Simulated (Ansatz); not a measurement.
## A failed many-body run on BaTiO3 (Barioperovskite)

A first try at the G0W0 gap of BaTiO3 (Barioperovskite), what the program said, and an input that works.

Method: G0W0 on LDA, plane waves, PAW, in Ansatz 0.2.0.

### Step 1. The structure

The structure is orthorhombic, space group Amm2 (No. 38). Conventional cell: a = 3.986 Å, b = 5.674 Å, c = 5.690 Å, α = 90.00°, β = 90.00°, γ = 90.00°. Ba has 12 O at 2.77 to 2.92 Å nearest. Nearest to Ti lie 6 O at 1.93 to 2.09 Å. Nearest to O lie 2 Ti at 2.00 Å and 4 Ba at 2.77 to 2.92 Å. Nearest to O lie 2 Ti at 1.93 to 2.09 Å and 4 Ba at 2.81 to 2.84 Å. Farther neighbours and most contacts between anions are not listed.

The cell and positions come from the Crystallography Open Database and are kept as given unless a step says otherwise. Spin-orbit coupling is left out unless a step names it. The default PAW set here is soft_2. Its files were made with PBE.

### Step 2. First try

File input.yaml:

```yaml
crystal:
  lattice:
    - [3.9855, 0.0, 0.0]
    - [0.0, 2.8369, 2.84515]
    - [0.0, -2.8369, 2.84515]
  atoms:
    - { symbol: Ba, position: [0.0, 0.0, 0.0] }
    - { symbol: Ti, position: [0.5, 0.5124, 0.5124] }
    - { symbol: O, position: [0.0, 0.4874, 0.4874] }
    - { symbol: O, position: [0.5, 0.50524, 0.99184] }
    - { symbol: O, position: [0.5, 0.99184, 0.50524] }
kpoints:
  mp_grid: { grid: [4, 4, 4] }
hamiltonian:
  xc: lda
scf:
  occupations: { method: fixed }
gw:
  n_empty_bands: 67
  ecut_chi: 60
  qp_bands: [v2, c2]
  qp_kpoints: [[0.137, 0.291, 0]]
  screening: { model: contour_deformation }
```

On the command line:

```console
$ ansatz run input.yaml --threads 3 --pin off --max-ram 92160MiB --backend cpu --events-out ev --progress --plain --runs-dir out
```

Numbers of over 12 decimals in the logs are rounded to 6 here.

The log of the run:

```text
Error: invalid value for `gw.qp_kpoints`: the listed point [0.137, 0.291, 0.0] is no point of the k-mesh [4, 4, 4] (kpoints.mp_grid); the nearest is [0.25, 0.25, 0.0]
```

The job ended after 0.14 s (3 threads of AMD EPYC 7R13 (Zen 3), shared host; peak memory 0.12 GiB).

**What went wrong?**

The input was rejected at the start.

The program's message: “Error: invalid value for `gw.qp_kpoints`: the listed point [0.137, 0.291, 0.0] is no point of the k-mesh [4, 4, 4] (kpoints.mp_grid); the nearest is [0.25, 0.25, 0.0]”

The fault: point off the mesh. Quasiparticle levels are computed on points of the mesh alone.

### Step 3. A better input

Now the one-shot GW correction: screening in the RPA, then the self-energy of the levels asked for.

Edit input.yaml of step 2 so:

```diff
@@ -18,6 +18,6 @@
 gw:
-  n_empty_bands: 67
-  ecut_chi: 60
+  n_empty_bands: 83
+  ecut_chi: 69
   qp_bands: [v2, c2]
-  qp_kpoints: [[0.137, 0.291, 0]]
+  qp_kpoints: band_edges
   screening: { model: contour_deformation }
```

On the command line:

```console
$ ansatz run input.yaml --threads 3 --pin off --max-ram 92160MiB --backend cuda --events-out ev --progress --plain --runs-dir out --devices 1 --max-vram 13GiB
```

The log of the run:

```text
GPUs: using 1 of 1 available (devices: 1).
[...]
device memory: the entry about to start is reckoned to put 0.7 GiB on a device that reports 56.8 GiB free (of which the cap on the GPU budget leaves the run 13.0 GiB)
GPU FFT provider: cuFFT
GPU libraries: cuBLAS 13.8.2, cuFFT 12.4.0, cuSOLVER 12.3.4
Crystal: 5 atoms, lattice volume = 64.337 Å³
Basis set: ecut = 420 eV, 1249 PW (Γ)
Bands: 25, of which v1, the nominal top of the filled ones, is band 20 counted from 1 (19 counted from 0)
Symmetry: 4 space group operations
[...]
k-points: 21 of 64 (time reversal used)
[...]
GPU buffer pool allocated for 19683 grid points (all kernels)
GPU transforms: local potential and band sums: pruned to the plane-wave sphere, on 27×27×27
[...]
SCF iter   1: F=—  HF=-9904.434224 eV  |F-HF|=—  |Δ(HF+E_count)|=         —  Δρ=1.89e-2  dr2=2.25e-1  ethr=1.77e-3  ⟨swp⟩=4.3  Hψ=2240  notcnv=0  defer=25
[...]
5    21     12.5825   -13.8841    -6.2837   -21.9479  0.7177    14.4702    14.3626  root ?
     5    22     12.8386   -14.3817    -6.2516   -22.4011  0.7114    14.7175    14.6064  root ?
[...]
6    21     13.4285   -14.7358    -6.8377   -23.3563  0.6916    15.3513    15.2111  root ?
     6    22     13.4890   -14.7291    -6.8669   -23.3776  0.6910    15.4116    15.2706  root ?
[...]
18    19      9.3593   -25.1407     4.9497   -20.2654  0.7160     9.4336     9.4337  root
    18    20      9.8490   -25.6963     4.9925   -20.8309  0.7190     9.9758     9.9761  root
    18    21     13.7389   -14.6895    -7.0807   -23.5443  0.6853    15.6632    15.5130  root ?
    18    22     13.7406   -14.7168    -7.0625   -23.5490  0.6855    15.6592    15.5103  root ?
    20    19      9.8648   -25.7593     5.0009   -20.8941  0.7191    10.0001    10.0005  root
    20    20      9.8753   -25.7542     4.9928   -20.8989  0.7191    10.0124    10.0128  root
    20    21     14.0510   -14.6758    -7.4123   -23.8535  0.6743    15.9750    15.8164  root ?
    20    22     14.0927   -14.7025    -7.4899   -23.9588  0.6716    16.0215    15.8591  root ?
[key lines of the parts left out:]
SCF converged after 8 iterations
Free energy (F): -9904.388729 eV
Fermi energy:    9.875320 eV
```

It took 11 s on 1 × NVIDIA H100 80GB HBM3 (shared by 6 runs) with 3 threads; peak memory 1.1 GiB.

Numbers from this step:

| Quantity | Value |
| --- | --- |
| bands summed | 103 |
| RPA ε∞ on this mesh (eigenvalues) | 6.584, 6.649, 6.716 |
| plane waves in the screening matrix | 81 |
| q-points in the mesh | 64 |
| G0W0 gap on the mesh | 3.456 eV |
| k of the valence top | -0.5, -0.5, -0.5 |
| k of the conduction bottom | 0, 0, 0 |
| starting gap on the mesh | 1.817 eV |
| Z at the valence top | 0.7191 |
| Z at the conduction bottom | 0.7379 |
| least direct G0W0 gap on the computed points | 3.586 eV |

The gap on the mesh goes from 1.82 eV to 3.46 eV, a correction of +1.64 eV. Between the two edge states, bare exchange in place of the xc potential would open the gap by 12.79 eV, and correlation takes back 11.15 eV.

### Step 4. Outcome

| Quantity | Value |
| --- | --- |
| first try | refused after 0.14 s |
| better run | G0W0 gap on the mesh 3.46 eV (4×4×4 mesh, 83 empty bands, screening to 69 eV) |

**Reading.** The second run differs in: empty bands, screening cutoff (eV) and points asked. Bands and cutoff are finite, so the gap is not at the basis limit. The miss can reach some tenths of an eV and take either sign; the mesh is an error of its own. The 4×4×4 mesh is coarse for this cell (its supercell is 16 Å along the shortest edge). The RPA ε∞ on it, from the LDA start, is 6.58, 6.65 and 6.72; such meshes misread the long-range screening, most where the gap is narrow. The many-body steps are scalar-relativistic: spin-orbit coupling is not in them.

[Paths, hosts, dates, memory and timing lines, banners, echoed tables and standing remarks are left out of the program output.]

[Logs are printed without paths, hosts, clocks, repeated set-up lines and the standing remarks that a program may print on its own settings, such as how far it seeks lower states.]

[Runs of the session that timed out or met a known fault of the program may be left out.]

[Cells called generated may have been cut or substituted from an entry of the Crystallography Open Database or the Materials Project.]

[Hosts, paths, dates, database ids (printed as entryN), source tags and the programs' standing remarks are cut or masked in the printed files.]
